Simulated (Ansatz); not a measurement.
# Sc on Pd(111): change of the work function

How does one ordered layer of Sc (fcc site) change the work function of Pd(111), and what dipole does each adsorbate carry?

Calculated with Ansatz 0.2.0; plane-wave DFT, RPBE, Ansatz PAW, in the first sound run; inputs show where later runs differ.

## 1. The starting structure

The cell holds 4 atoms: 4 Pd. Cell: a = 2.751 Å, b = 2.751 Å, c = 24.738 Å, α = 90.0°, β = 90.0°, γ = 60.0°. Vacuum lies along c.

## 2. The clean slab

The bare slab comes first, as the zero from which every change is counted. The two lowest layers are held at bulk places and the upper ones relax. The dipole correction removes the false field that a one-sided slab makes across the periodic vacuum, so each face gets a flat vacuum level of its own.

The input, input.yaml:

```yaml
crystal:
  lattice:
    - [2.7506453788, 0.0, 0.0]
    - [1.3753226894, 2.3821287749, 0.0]
    - [0.0, 0.0, 24.7376776414]
  atoms:
    - { symbol: Pd, position: [0.0, 0.0, 0.3638174986] }
    - { symbol: Pd, position: [0.3333333333, 0.3333333333, 0.4546058329] }
    - { symbol: Pd, position: [0.6666666667, 0.6666666667, 0.5453941671] }
    - { symbol: Pd, position: [0.0, 0.0, 0.6361825014] }
kpoints:
  mp_grid: { grid: [12, 12, 1] }
hamiltonian:
  xc: rpbe
scf:
  occupations: { method: fermi_dirac, width: 0.1 }
  convergence: { dr2_threshold: 1.0e-08 }
efield:
  axis: 3
  dipole_correction: true
  ramp_position: 0.97
  ramp_width: 0.06
relax:
  f_tol: 0.02
  max_steps: 60
  constraints: [{ sites: [0, 1] }]
output:
  write_potential: true
  write_density: true
  volumetric_format: npy
```

Launch:

```bash
$ ansatz run input.yaml --threads 4 --pin off --max-ram 6144MiB --backend cpu --events-out ev --progress --plain --runs-dir out
```

Numbers of over 12 decimals in the logs are rounded to 6 here.

Output:

```text
Engine: ansatz 0.2.0, x86_64-unknown-linux-gnu
Pseudopotentials: kind: paw
Pseudopotential: Pd, paw, valence charge 18, recommended cutoff 420 eV (normal), Pd.paw.azcp
Functional definition: RPBE
  parameter kappa = 0.804
  parameter beta = 0.066725
  exchange = rpbe_x(kappa = kappa, mu = beta*pi^2/3)
  correlation = pbe_c(beta = beta)
Crystal: 4 atoms, lattice volume = 162.091 Å³
Basis set: ecut = 420 eV, 3173 PW (Γ), exchange–correlation on 40×40×360 points (8 copies of the dense FFT grid, shifted against one another)
Bands: 44, of which v1, the nominal top of the filled ones, is band 36 counted from 1 (35 counted from 0)
Symmetry: 6 space group operations
k-points: 19 of 144 (time reversal used)
Non-local potential: Pd, projectors of the file, l = 0: 2, l = 1: 2, l = 2: 2, l = 3: 1
PAW form: soft (Blöchl's): semilocal exchange-correlation on the pseudo side does not see the compensation charge
PAW frozen core: Pd, regenerated for the run's functional, and the local potential with it (the file was generated under x = pbe(κ = 0.804, μ = 0.219515), c = pbe(β = 0.066725))
PAW one-centre angular grid: Pd, 590 points (default); XC on 64 Gauss nodes
Initial density: superposition of atomic densities (neutral atoms: chi_scale 0, normalization atom), corrected by the library's trained network
Initial wavefunctions: pseudopotential atomic-orbital guess
Functional: x = rpbe, c = pbe(β = 0.066725)
SCF iter   1: F=—  HF=-27921.467413 eV  |F-HF|=—  |Δ(HF+E_count)|=         —  Δρ=1.14e-2  dr2=1.20e0  ethr=1.77e-3  p=0.000 e·Å  D=2.93e-13 V/Å  ΔV_dip=-0.00 eV  dr2_dipole=1.89e-8  V_vac-E_F(+/−)=4.86/4.86 eV  ⟨swp⟩=8.9  Hψ=3802  notcnv=0  defer=5
efield: sawtooth ramp at fractional position 0.9700 (set: `efield.ramp_position`, or a place that a band, a saddle search or an elastic batch's reference lends), width 0.0600; the density the first Hamiltonian is built on has a dipole p = 0.000 e·Å; the dipole correction subtracts the counter field D = 2.93e-13 V/Å, which shifts the + side's vacuum level by -0.00 eV against the − side's; the planar-averaged density in the ramp window peaks in size at 1.0e-5 e/Å³
preconditioner: auto → LDOS  [metal: Δε(μ)=0.011 eV  Ē_g=7.438 eV  σ=0.100 eV  W_gap=0.03  n_scr=18 (ndim 8)  ℏωp=18.4 eV  f_vac=0.591  D(μ)=8.66/eV (n_scr^D=102)  β→1.0]
SCF iter   2: F=—  HF=-27921.452070 eV  |F-HF|=—  |Δ(HF+E_count)|=   1.53e-2  Δρ=8.41e-3  dr2=1.91e-1  ethr=1.67e-3  p=0.000 e·Å  D=2.55e-5 V/Å  ΔV_dip=-0.00 eV  dr2_dipole=1.06e-8  V_vac-E_F(+/−)=5.05/5.05 eV  ⟨swp⟩=2.6  Hψ=1113  notcnv=0  defer=23
SCF iter   3: F=—  HF=-27921.435219 eV  |F-HF|=—  |Δ(HF+E_count)|=   1.69e-2  Δρ=3.43e-3  dr2=1.12e-1  ethr=2.65e-4  p=0.000 e·Å  D=9.17e-6 V/Å  ΔV_dip=-0.00 eV  dr2_dipole=3.69e-8  V_vac-E_F(+/−)=5.02/5.02 eV  ⟨swp⟩=2.1  Hψ=1262  notcnv=0  defer=23
SCF iter   4: F=—  HF=-27921.432567 eV  |F-HF|=—  |Δ(HF+E_count)|=   2.65e-3  Δρ=7.96e-4  dr2=1.43e-3  ethr=1.56e-4  p=-0.000 e·Å  D=-3.35e-6 V/Å  ΔV_dip=0.00 eV  dr2_dipole=7.69e-9  V_vac-E_F(+/−)=5.06/5.06 eV  ⟨swp⟩=1.6  Hψ=846  notcnv=0  defer=23
SCF iter   5: F=—  HF=-27921.432926 eV  |F-HF|=—  |Δ(HF+E_count)|=   3.59e-4  Δρ=2.11e-4  dr2=1.02e-4  ethr=1.99e-6  p=0.000 e·Å  D=3.21e-6 V/Å  ΔV_dip=-0.00 eV  dr2_dipole=2.40e-11  V_vac-E_F(+/−)=5.05/5.05 eV  ⟨swp⟩=2.0  Hψ=1281  notcnv=0  defer=23
SCF iter   6: F=—  HF=-27921.432970 eV  |F-HF|=—  |Δ(HF+E_count)|=   4.42e-5  Δρ=6.78e-5  dr2=7.92e-6  ethr=1.42e-7  p=0.000 e·Å  D=7.40e-7 V/Å  ΔV_dip=-0.00 eV  dr2_dipole=1.85e-11  V_vac-E_F(+/−)=5.05/5.05 eV  ⟨swp⟩=2.1  Hψ=1295  notcnv=0  defer=23
SCF iter   7: F=—  HF=-27921.432969 eV  |F-HF|=—  |Δ(HF+E_count)|=   1.21e-6  Δρ=1.84e-5  dr2=8.44e-7  ethr=1.10e-8  p=0.000 e·Å  D=2.31e-7 V/Å  ΔV_dip=-0.00 eV  dr2_dipole=2.56e-11  V_vac-E_F(+/−)=5.05/5.05 eV  ⟨swp⟩=3.2  Hψ=1725  notcnv=0  defer=23
SCF iter   8: F=—  HF=-27921.432970 eV  |F-HF|=—  |Δ(HF+E_count)|=   1.38e-6  Δρ=7.53e-6  dr2=1.18e-7  ethr=1.17e-9  p=0.000 e·Å  D=1.44e-7 V/Å  ΔV_dip=-0.00 eV  dr2_dipole=6.35e-14  V_vac-E_F(+/−)=5.05/5.05 eV  ⟨swp⟩=2.2  Hψ=1266  notcnv=0  defer=23
SCF iter   9: F=-27921.432971 eV  HF=-27921.432970 eV  |F-HF|=2.50e-8  |Δ(HF+E_count)|=   8.01e-8  Δρ=1.65e-6  dr2=4.02e-9  ethr=1.39e-11  p=0.000 e·Å  D=4.95e-8 V/Å  ΔV_dip=-0.00 eV  dr2_dipole=2.33e-13  V_vac-E_F(+/−)=5.05/5.05 eV  ⟨swp⟩=7.9  Hψ=6212  notcnv=0
SCF 1 converged in 9 iterations: F = -27921.432971 eV  dr2 = 4.02e-9
  greatest PAW one-centre occupation: 1.000 electrons in one spin orbital (limit 2), on the Pd atom at site 0 (counted from 0), in its partial waves of l = 0
relax step   1: F+E_penalty+E_count = -27921.43297052 eV  Δ(F+E_penalty+E_count) = +0.000e0 eV  max|allowed force component| = 5.144e-1 eV/Å  Δτ_max = 0.0000 Å  (9 SCF iters, accepted)
Initial density: handed on by an earlier stage of this run
Initial wavefunctions: those handed on with the density
iter 1 solved again at ethr=3.17e-4 eV; its pass at ethr=3.10e-3 eV (dr2=2.28e-1 eV) is discarded
SCF iter   1: F=—  HF=-27921.527365 eV  |F-HF|=—  |Δ(HF+E_count)|=         —  Δρ=1.28e-2  dr2=2.38e-1  ethr=3.17e-4  p=-0.000 e·Å  D=-4.90e-7 V/Å  ΔV_dip=0.00 eV  dr2_dipole=2.19e-5  V_vac-E_F(+/−)=5.08/5.08 eV  ⟨swp⟩=1.8  Hψ=3335  notcnv=0  defer=17
efield: sawtooth ramp at fractional position 0.9700 (set: `efield.ramp_position`, or a place that a band, a saddle search or an elastic batch's reference lends), width 0.0600; the density the first Hamiltonian is built on has a dipole p = -0.000 e·Å; the dipole correction subtracts the counter field D = -4.90e-7 V/Å, which shifts the + side's vacuum level by +0.00 eV against the − side's; the planar-averaged density in the ramp window peaks in size at 7.2e-6 e/Å³
preconditioner: auto → LDOS  [metal: Δε(μ)=0.034 eV  Ē_g=7.414 eV  σ=0.100 eV  W_gap=0.09  n_scr=18 (ndim 8)  ℏωp=18.4 eV  f_vac=0.585  D(μ)=8.55/eV (n_scr^D=102)  β→1.0]
SCF iter   2: F=—  HF=-27921.548900 eV  |F-HF|=—  |Δ(HF+E_count)|=   2.15e-2  Δρ=9.97e-3  dr2=3.37e-1  ethr=3.17e-4  p=0.011 e·Å  D=1.19e-2 V/Å  ΔV_dip=-0.29 eV  dr2_dipole=2.31e-2  V_vac-E_F(+/−)=4.76/5.06 eV  ⟨swp⟩=3.1  Hψ=1617  notcnv=0  defer=17
SCF iter   3: F=—  HF=-27921.476591 eV  |F-HF|=—  |Δ(HF+E_count)|=   7.23e-2  Δρ=1.74e-3  dr2=8.23e-3  ethr=3.17e-4  p=-0.000 e·Å  D=-1.27e-4 V/Å  ΔV_dip=0.00 eV  dr2_dipole=9.93e-4  V_vac-E_F(+/−)=5.07/5.06 eV  ⟨swp⟩=2.4  Hψ=1394  notcnv=0  defer=17
SCF iter   4: F=—  HF=-27921.475812 eV  |F-HF|=—  |Δ(HF+E_count)|=   7.79e-4  Δρ=8.28e-4  dr2=1.71e-3  ethr=1.14e-5  p=-0.000 e·Å  D=-3.65e-4 V/Å  ΔV_dip=0.01 eV  dr2_dipole=1.73e-4  V_vac-E_F(+/−)=5.07/5.06 eV  ⟨swp⟩=2.9  Hψ=1622  notcnv=0  defer=18
SCF iter   5: F=—  HF=-27921.475545 eV  |F-HF|=—  |Δ(HF+E_count)|=   2.67e-4  Δρ=2.95e-4  dr2=2.91e-4  ethr=2.38e-6  p=-0.001 e·Å  D=-9.15e-4 V/Å  ΔV_dip=0.02 eV  dr2_dipole=5.66e-5  V_vac-E_F(+/−)=5.08/5.06 eV  ⟨swp⟩=2.0  Hψ=1183  notcnv=0  defer=21
SCF iter   6: F=—  HF=-27921.475534 eV  |F-HF|=—  |Δ(HF+E_count)|=   1.14e-5  Δρ=1.00e-4  dr2=9.31e-5  ethr=4.04e-7  p=-0.001 e·Å  D=-1.38e-3 V/Å  ΔV_dip=0.03 eV  dr2_dipole=3.50e-6  V_vac-E_F(+/−)=5.09/5.06 eV  ⟨swp⟩=2.1  Hψ=1145  notcnv=0  defer=21
SCF iter   7: F=—  HF=-27921.475536 eV  |F-HF|=—  |Δ(HF+E_count)|=   2.22e-6  Δρ=6.41e-5  dr2=2.04e-5  ethr=1.29e-7  p=-0.001 e·Å  D=-1.54e-3 V/Å  ΔV_dip=0.04 eV  dr2_dipole=1.11e-8  V_vac-E_F(+/−)=5.10/5.06 eV  ⟨swp⟩=1.4  Hψ=909  notcnv=0  defer=21
SCF iter   8: F=—  HF=-27921.475541 eV  |F-HF|=—  |Δ(HF+E_count)|=   4.83e-6  Δρ=2.44e-5  dr2=4.48e-6  ethr=2.84e-8  p=-0.001 e·Å  D=-1.56e-3 V/Å  ΔV_dip=0.04 eV  dr2_dipole=1.41e-8  V_vac-E_F(+/−)=5.10/5.06 eV  ⟨swp⟩=1.7  Hψ=891  notcnv=0  defer=21
SCF iter   9: F=—  HF=-27921.475543 eV  |F-HF|=—  |Δ(HF+E_count)|=   1.72e-6  Δρ=8.40e-6  dr2=2.56e-7  ethr=6.22e-9  p=-0.001 e·Å  D=-1.57e-3 V/Å  ΔV_dip=0.04 eV  dr2_dipole=1.05e-9  V_vac-E_F(+/−)=5.10/5.06 eV  ⟨swp⟩=1.7  Hψ=961  notcnv=0  defer=23
SCF iter  10: F=—  HF=-27921.475543 eV  |F-HF|=—  |Δ(HF+E_count)|=   2.48e-7  Δρ=3.53e-6  dr2=3.78e-8  ethr=3.55e-10  p=-0.001 e·Å  D=-1.57e-3 V/Å  ΔV_dip=0.04 eV  dr2_dipole=3.50e-10  V_vac-E_F(+/−)=5.10/5.06 eV  ⟨swp⟩=2.0  Hψ=1116  notcnv=0  defer=23
SCF iter  11: F=—  HF=-27921.475543 eV  |F-HF|=—  |Δ(HF+E_count)|=   3.17e-8  Δρ=1.56e-6  dr2=1.13e-8  ethr=1.39e-11  p=-0.001 e·Å  D=-1.56e-3 V/Å  ΔV_dip=0.04 eV  dr2_dipole=5.04e-10  V_vac-E_F(+/−)=5.10/5.06 eV  ⟨swp⟩=9.1  Hψ=5481  notcnv=0
SCF iter  12: F=-27921.475543 eV  HF=-27921.475543 eV  |F-HF|=6.33e-9  |Δ(HF+E_count)|=   4.58e-9  Δρ=9.20e-7  dr2=3.59e-9  ethr=1.39e-11  p=-0.001 e·Å  D=-1.56e-3 V/Å  ΔV_dip=0.04 eV  dr2_dipole=2.90e-10  V_vac-E_F(+/−)=5.10/5.06 eV  ⟨swp⟩=8.2  Hψ=4941  notcnv=0
SCF 2 converged in 12 iterations: F = -27921.475543 eV  dr2 = 3.59e-9
relax step   2: F+E_penalty+E_count = -27921.47554281 eV  Δ(F+E_penalty+E_count) = -4.257e-2 eV  max|allowed force component| = 1.119e-1 eV/Å  Δτ_max = 0.1920 Å  (12 SCF iters, accepted)
SCF iter   1: F=—  HF=-27921.476534 eV  |F-HF|=—  |Δ(HF+E_count)|=         —  Δρ=8.93e-4  dr2=3.66e-3  ethr=1.51e-5  p=-0.001 e·Å  D=-1.56e-3 V/Å  ΔV_dip=0.04 eV  dr2_dipole=1.00e-3  V_vac-E_F(+/−)=5.10/5.06 eV  ⟨swp⟩=2.6  Hψ=1724  notcnv=0  defer=23
efield: sawtooth ramp at fractional position 0.9700 (set: `efield.ramp_position`, or a place that a band, a saddle search or an elastic batch's reference lends), width 0.0600; the density the first Hamiltonian is built on has a dipole p = -0.001 e·Å; the dipole correction subtracts the counter field D = -1.56e-3 V/Å, which shifts the + side's vacuum level by +0.04 eV against the − side's; the planar-averaged density in the ramp window peaks in size at 6.8e-6 e/Å³
preconditioner: auto → LDOS  [metal: Δε(μ)=0.027 eV  Ē_g=7.406 eV  σ=0.100 eV  W_gap=0.07  n_scr=18 (ndim 8)  ℏωp=18.4 eV  f_vac=0.584  D(μ)=8.72/eV (n_scr^D=102)  β→1.0]
SCF iter   2: F=—  HF=-27921.476624 eV  |F-HF|=—  |Δ(HF+E_count)|=   8.99e-5  Δρ=6.36e-4  dr2=1.31e-3  ethr=5.08e-6  p=-0.001 e·Å  D=-1.38e-3 V/Å  ΔV_dip=0.03 eV  dr2_dipole=1.43e-8  V_vac-E_F(+/−)=5.10/5.06 eV  ⟨swp⟩=2.1  Hψ=1443  notcnv=0  defer=23
SCF iter   3: F=—  HF=-27921.476302 eV  |F-HF|=—  |Δ(HF+E_count)|=   3.22e-4  Δρ=1.29e-4  dr2=1.83e-4  ethr=1.81e-6  p=-0.001 e·Å  D=-1.32e-3 V/Å  ΔV_dip=0.03 eV  dr2_dipole=2.50e-5  V_vac-E_F(+/−)=5.09/5.06 eV  ⟨swp⟩=2.1  Hψ=1231  notcnv=0  defer=23
SCF iter   4: F=—  HF=-27921.476295 eV  |F-HF|=—  |Δ(HF+E_count)|=   7.10e-6  Δρ=7.16e-5  dr2=5.06e-5  ethr=2.54e-7  p=-0.001 e·Å  D=-1.36e-3 V/Å  ΔV_dip=0.03 eV  dr2_dipole=1.12e-5  V_vac-E_F(+/−)=5.10/5.06 eV  ⟨swp⟩=2.0  Hψ=1123  notcnv=0  defer=23
SCF iter   5: F=—  HF=-27921.476299 eV  |F-HF|=—  |Δ(HF+E_count)|=   4.51e-6  Δρ=3.50e-5  dr2=8.60e-6  ethr=7.03e-8  p=-0.001 e·Å  D=-1.34e-3 V/Å  ΔV_dip=0.03 eV  dr2_dipole=5.44e-7  V_vac-E_F(+/−)=5.10/5.06 eV  ⟨swp⟩=1.5  Hψ=873  notcnv=0  defer=23
SCF iter   6: F=—  HF=-27921.476309 eV  |F-HF|=—  |Δ(HF+E_count)|=   9.54e-6  Δρ=1.33e-5  dr2=1.30e-6  ethr=1.19e-8  p=-0.001 e·Å  D=-1.33e-3 V/Å  ΔV_dip=0.03 eV  dr2_dipole=5.12e-8  V_vac-E_F(+/−)=5.10/5.06 eV  ⟨swp⟩=1.7  Hψ=979  notcnv=0  defer=23
SCF iter   7: F=—  HF=-27921.476309 eV  |F-HF|=—  |Δ(HF+E_count)|=   1.26e-7  Δρ=6.72e-6  dr2=4.71e-7  ethr=1.81e-9  p=-0.001 e·Å  D=-1.34e-3 V/Å  ΔV_dip=0.03 eV  dr2_dipole=7.55e-8  V_vac-E_F(+/−)=5.10/5.06 eV  ⟨swp⟩=1.7  Hψ=987  notcnv=0  defer=23
SCF iter   8: F=—  HF=-27921.476309 eV  |F-HF|=—  |Δ(HF+E_count)|=   8.10e-8  Δρ=3.39e-6  dr2=6.44e-8  ethr=6.54e-10  p=-0.001 e·Å  D=-1.34e-3 V/Å  ΔV_dip=0.03 eV  dr2_dipole=2.41e-9  V_vac-E_F(+/−)=5.10/5.06 eV  ⟨swp⟩=1.2  Hψ=824  notcnv=0  defer=23
SCF iter   9: F=-27921.476309 eV  HF=-27921.476309 eV  |F-HF|=3.80e-9  |Δ(HF+E_count)|=   2.15e-8  Δρ=6.92e-7  dr2=1.66e-9  ethr=1.39e-11  p=-0.001 e·Å  D=-1.34e-3 V/Å  ΔV_dip=0.03 eV  dr2_dipole=1.01e-10  V_vac-E_F(+/−)=5.10/5.06 eV  ⟨swp⟩=7.9  Hψ=5492  notcnv=0
SCF 3 converged in 9 iterations: F = -27921.476309 eV  dr2 = 1.66e-9
relax step   3: F+E_penalty+E_count = -27921.47630901 eV  Δ(F+E_penalty+E_count) = -7.662e-4 eV  max|allowed force component| = 3.622e-3 eV/Å  Δτ_max = 0.0140 Å  (9 SCF iters, accepted)
NSCF: frozen V_eff on 19 k-points
the band table was solved once a step of the walk had ended and its energy, with any forces and stress, was formed, with the checks that follow a solve (4563 applications of the Hamiltonian). They found nothing against the state; the energy, forces and stress were not computed again (output.eigenvalues in the input reference)
SCF converged after 9 iterations
Free energy (F): -27921.476309 eV
Harris-Foulkes:  -27921.476309 eV  (|F-HF|=3.80e-9)
Internal energy: -27921.199339 eV  (E = F + TS)
E sigma→0 (E₀):  -27921.337824 eV
Entropy (-TS):   -0.276970 eV (-69.243 meV/atom)
Fermi energy:    4.011384 eV
Dipole field:    D = -0.001355 V/Å  (p = -0.001213 e·Å, saw-weighted, corrected)
Work function:   Φ+ = 5.0955 eV   Φ− = 5.0620 eV
Levels:          The Fermi level and band energies are counted from a zero that moves with the ramp; work functions are not
--- Per-component energies (eV) ---
  E_band       = -1663.396714
  E_kinetic    = 2054.035497
  E_local      = -126084.665633  (includes V_loc(G=0)·N_el)
  E_nonlocal   = 866.499479
  E_hartree    = 61830.603413
  E_xc         = -673.675233
  E_vxc        = -843.434237  (∫ρ·V_xc dr)
  E_paw        = -15032.366533  (= ΣΔE_a)
  E_vpaw       = -1317.043089  (= ΣTr[D̂ρ^β])
  E_aug_tail   = 0.000878  (compensation charges beyond the density's cutoff)
  E_efield     = 0.000001  (sawtooth field / dipole correction)
  E_vefield    = 0.006919  (∫n·V_field dr)
  E_ewald      = 49118.804158
  E_core_change = -0.435366  (= ΣΔE_core)
  E_smearing   = -0.276970  (= −TS)
  E_closure    = -0.000000  (closes the sum)
  Σ components = -27921.476309   (vs F -27921.476309, Δ=0.00e0)
--- Forces (eV/Å), atoms counted from 1 ---
  atom   1  Pd     0.00000000    -0.00000000    -0.50860509
  atom   2  Pd    -0.00000000    -0.00000000     0.50833373
  atom   3  Pd     0.00000000     0.00000000    -0.00335010
  atom   4  Pd    -0.00000000     0.00000000     0.00362223
  max |Σ_I F_I| component: 7.70e-7 eV/Å
--- Band table (eV; the first three rows and the last of 19) ---
  k-point 0: bands = [... 32 lower, 2.8862, 3.1335, 3.1335, 3.6335, 3.6335, 3.9056, 3.9056, 4.4508, ... 4 higher]
  k-point 1: bands = [... 32 lower, 2.8048, 3.1286, 3.1318, 3.2900, 3.6290, 3.6809, 3.9121, 5.0306, ... 4 higher]
  k-point 2: bands = [... 32 lower, 2.6774, 2.7105, 3.0864, 3.0964, 3.6110, 3.9255, 4.1595, 5.9572, ... 4 higher]
  k-point 18: bands = [... 32 lower, 3.4994, 3.7133, 3.7424, 3.7637, 10.3989, 10.5762, 10.5919, 11.2798, ... 4 higher]
--- Relaxed structure (3 steps of the walk, 3 accepted, 0 SCFs on fresh bases) ---
  F+E_penalty+E_count = -27921.47630901 eV   max|allowed force component| = 3.622e-3 eV/Å
  atoms:
    - { symbol: Pd, position: [0.0, 0.0, 0.3638174986] }
    - { symbol: Pd, position: [0.333333, 0.333333, 0.454606] }
    - { symbol: Pd, position: [0.666667, 0.666667, 0.549109] }
    - { symbol: Pd, position: [0, 0, 0.643936] }
```

It took 6.9 s on 4 threads of Intel Xeon Platinum 8559C (Emerald Rapids), shared host; peak memory 0.57 GiB; 25 s of CPU time.

The steps of the relaxation:

```tsv
step	energy less that of the first step (eV)	largest force component (eV/Å)
1	0.0000	0.5144
2	-0.0426	0.1119
3	-0.0433	0.0036
```

The run keeps the 6 symmetry operations that it works with, so distortions that break them were not tested.

The atoms that moved most (Å):

```tsv
atom	dx	dy	dz	length
Pd4	0.000	0.000	0.192	0.192
Pd3	0.000	0.000	0.092	0.092
```

The relaxed structure:

```xyz
4
Lattice="2.7506 0.0000 0.0000 1.3753 2.3821 0.0000 0.0000 0.0000 24.7377" Properties=species:S:1:pos:R:3
Pd    0.0000    0.0000    9.0000
Pd    1.3753    0.7940   11.2459
Pd    2.7506    1.5881   13.5837
Pd    0.0000    0.0000   15.9295
```

Numbers from this step:

* energy at zero smearing: -27921.3378 eV
* work function, upper face: 5.096 eV
* work function, lower face: 5.062 eV
* dipole along the normal: -0.001213 e·Å
* step between the vacuum levels: 0.03351 eV

Running mean over 2.246 Å of the planar mean; the ramp of the sawtooth is left out. Electron's electrostatic potential energy less the Fermi level against z:

z (Å), electron's electrostatic potential energy less the Fermi level (eV) and a bar from the least value:
```
      3.5       5.06 ##############################
      4.0       5.06 ##############################
      4.5       5.06 ##############################
      5.0       5.06 ##############################
      5.5       5.05 ##############################
      6.0       5.01 ##############################
      6.5       4.85 #############################
      7.0       4.22 ############################
      7.5       1.63 ######################
      8.0      -3.23 ############
      8.5      -7.13 ###
      9.0      -8.32 #
      9.5      -8.50 
     10.0      -8.54 
     10.5      -8.57 
     11.0      -8.61 
     11.5      -8.48 
     12.0      -7.98 #
     12.5      -7.72 ##
     13.0      -8.15 #
     13.5      -8.48 
     14.0      -8.23 #
     14.5      -7.62 ##
     15.0      -7.57 ##
     15.5      -8.08 #
     16.0      -8.15 #
     16.5      -6.70 ####
     17.0      -2.46 #############
     17.5       2.21 ########################
     18.0       4.42 #############################
     18.5       4.92 ##############################
     19.0       5.05 ##############################
     19.5       5.08 ##############################
     20.0       5.09 ##############################
     20.5       5.09 ##############################
     21.0       5.10 ##############################
     21.5       5.10 ##############################
```

The relaxation took 3 steps and lowered the energy by 0.043 eV; the largest force on the free atoms ends at 0.0036 eV/Å.

The work function of the upper face is 5.10 eV.

(Continued in part 2 of 4.)

[Logs are printed without paths, hosts, clocks, repeated set-up lines and the standing remarks that a program may print on its own settings, such as how far it seeks lower states.]

[Hosts, paths, dates, database ids (printed as entryN), source tags and the programs' standing remarks are cut or masked in the printed files.]

[Maps of the electrostatic potential energy from Ansatz leave out the sawtooth potential of an applied field or a dipole correction, so their vacuum need not be flat; planar profiles and work functions include it.]
